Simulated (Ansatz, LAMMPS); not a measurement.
# Si in place of Ge at several sites of amorphous Ge (61 atoms): runs compared

At which site of amorphous Ge (61 atoms) does Si in place of Ge cost least, and what about the site decides it?

Computed with Ansatz 0.2.0: Kohn-Sham DFT, r2SCAN, PAW (set soft_1), plane waves.

## Step 1: The cell as built

The cell holds 61 atoms: 61 Ge. Its edges and angles: a = 11.722 Å, b = 11.722 Å, c = 11.722 Å, α = 90.0°, β = 90.0°, γ = 90.0°. 61 atoms (61 Ge) placed at random at 4.57 g/cm³, melted at 3500 K for 10 ps at fixed volume with the Tersoff potential (Tersoff, Phys. Rev. B 39, 5566 (1989)). Quenched from 3500 K to 100 K at 5 K/ps and fixed volume, held 5 ps, then minimised at fixed cell.

Limits known from the start: The quench rate of 5 K/ps far exceeds what a furnace or splat quench reaches, so expect more defects and frozen-in strain than in a real sample. The network of bonds at the start is that of the classical potential that made the cell, and needn't be the one that DFT or experiment would give. Sampling is at Γ alone, for a cell whose shortest periodic width is 12 Å.

## Step 2: The reference run

The reference is a single point at the end of the relaxation.

Every defect cell starts from the geometry of this run and is relaxed in the fixed cell.

Its input, with most atom lines left out:

```yaml
crystal:
  lattice:
    - [11.7217, 0.0, 0.0]
    - [0.0, 11.7217, 0.0]
    - [0.0, 0.0, 11.7217]
  atoms:
    - { symbol: Ge, position: [0.62444, 0.16239, 0.75925] }
    - { symbol: Ge, position: [0.22172, 0.38053, 0.67267] }
    - { symbol: Ge, position: [0.40356, 0.59694, 0.15197] }
    - { symbol: Ge, position: [0.36235, 0.77968, 0.44409] }
    - { symbol: Ge, position: [0.4316, 0.75707, 0.01953] }
    - { symbol: Ge, position: [0.50461, 0.65277, 0.34189] }
    - { symbol: Ge, position: [0.18632, 0.55578, 0.16893] }
    [... atom lines 8 to 61 left out ...]
kpoints:
  mp_grid: { grid: [1, 1, 1] }
hamiltonian:
  xc: r2scan
  pseudopotentials: { kind: paw, azcp: { folder: soft_1 } }
scf:
  occupations: { method: fermi_dirac, width: 0.025 }
output:
  forces: true
  stress: true
  populations: intrinsic
  dos:
    method: { smearing: { sigma: 0.08 } }
    de: 0.1
    projected: { site_lists: { Ge: [Ge] } }
  eigenvalues: true
  write_density: true
  write_potential: true
  volumetric_format: npy
  elf: true
```

```
free energy per atom   : -4302.6383 eV/atom
r.m.s. force component : 0.01256 eV/Å
pressure               : -3.827 GPa
```

The highest filled and lowest empty levels lie 0.190 eV apart (at Γ alone), but 2 levels are partly filled, by over 2 %, under the smearing.

## Step 3: The runs

Each row is one run, on 4 threads of Arm Neoverse V2, shared host. The free energy is the program's total, comparable only between runs with the same functional, potentials and atoms.

| run | atoms | outcome | ionic steps, all passes | free energy (eV) | time | host memory (GiB) |
| --- | --- | --- | --- | --- | --- | --- |
| Single point at the start | 61 | converged | - | -262459.486 | 70 s | 4.8 |
| Relaxation | 61 | converged | 9 | -262460.938 | 7.1 min | 4.8 |
| Single point at the relaxed geometry | 61 | converged | - | -262460.938 | 88 s | 4.8 |
| Si on a site of Ge, site Ge52 | 61 | converged | 3 | -258796.631 | 3.2 min | 4.9 |
| Si on a site of Ge, site Ge48 | 61 | converged | 3 | -258796.902 | 3.2 min | 4.9 |
| Si on a site of Ge, site Ge9 | 61 | converged | 3 | -258796.976 | 3.3 min | 4.9 |
| Si on a site of Ge, site Ge18 | 61 | converged | 3 | -258796.957 | 3.4 min | 4.9 |
| Si on a site of Ge, site Ge40 | 61 | converged | 3 | -258796.914 | 3.4 min | 4.9 |
| Si on a site of Ge, site Ge59 | 61 | converged | 3 | -258797.015 | 3.3 min | 4.9 |

The surroundings of site Ge59, the cheapest one, after relaxation, nearest first, numbered as they follow in the input and with coordinates relative to it.

| atom | x | y | z | distance (Å) | bonds |
| --- | --- | --- | --- | --- | --- |
| Si59 | 0.00 | 0.00 | 0.00 | 0.00 | 4 |
| Ge28 | -0.75 | 0.19 | 2.29 | 2.41 | 4 |
| Ge34 | 1.79 | 1.56 | -0.48 | 2.42 | 4 |
| Ge36 | -1.73 | 0.64 | -1.58 | 2.43 | 4 |
| Ge9 | 0.66 | -2.30 | -0.42 | 2.43 | 4 |
| Ge35 | 2.71 | -1.75 | -1.65 | 3.62 | 4 |
| Ge48 | 2.23 | 0.34 | -2.93 | 3.69 | 5 |
| Ge44 | -1.31 | -3.07 | -1.83 | 3.81 | 4 |
| Ge43 | -0.09 | -2.04 | 3.27 | 3.85 | 4 |
| Ge55 | -3.84 | 0.85 | -0.22 | 3.94 | 4 |

The column of bonds counts only the pairs Ge-Ge within 2.98 Å, Ge-Si within 2.83 Å; other neighbours, such as metal atoms beside each other in a compound, aren't counted, and periodic images can show an atom twice.

## Step 4: The sites compared

All these cells hold the same atoms, so their energies can be compared with no chemical potential.

| site | neighbours | mean distance (Å) | atoms within 6 Å | energy over the best site (eV) | before relaxation (eV) | gain on relaxing (eV) |
| --- | --- | --- | --- | --- | --- | --- |
| Ge59 | Ge4 | 2.47 | 34 | 0.00 | 0.00 | 0.04 |
| Ge9 | Ge4 | 2.50 | 34 | 0.04 | 0.04 | 0.04 |
| Ge18 | Ge4 | 2.54 | 32 | 0.06 | 0.06 | 0.04 |
| Ge40 | Ge4 | 2.54 | 34 | 0.10 | 0.10 | 0.05 |
| Ge48 | Ge5 | 2.65 | 34 | 0.11 | 0.12 | 0.05 |
| Ge52 | Ge3 | 2.59 | 35 | 0.38 | 0.39 | 0.05 |

Neighbours are those of the relaxed host within 2.98 Å (Ge-Ge); other pairs aren't counted.

## Step 5: Findings

The cheapest site is Ge59 (4 neighbours, Ge4); the dearest, Ge52 (3 neighbours, Ge3), costs 0.38 eV more. By coordination the energies over the best site are 0.38 eV with 3 neighbours, 0.00 to 0.10 eV with 4 neighbours and 0.11 eV with 5 neighbours. Relaxation gains 0.043 to 0.052 eV and leaves the best site the same.

Caveats: Defects are neutral and interact with their images. In a disordered cell the relaxation can also rearrange atoms far from the site. Only 6 of the 61 Ge sites were tried; unless symmetry makes the others alike to these, a cheaper one may exist. The stress is far from hydrostatic: its diagonal is -3.5, -2.1, -5.8 GPa, compression counted positive. The pressure of -3.8 GPa means that a free cell would contract at this level.

The DFT runs together took 30 min of wall time.

[Logs are printed without paths, hosts, clocks, repeated set-up lines and the standing remarks that a program may print on its own settings, such as how far it seeks lower states.]

[Hosts, paths, dates, database ids (printed as entryN), source tags and the programs' standing remarks are cut or masked in the printed files.]
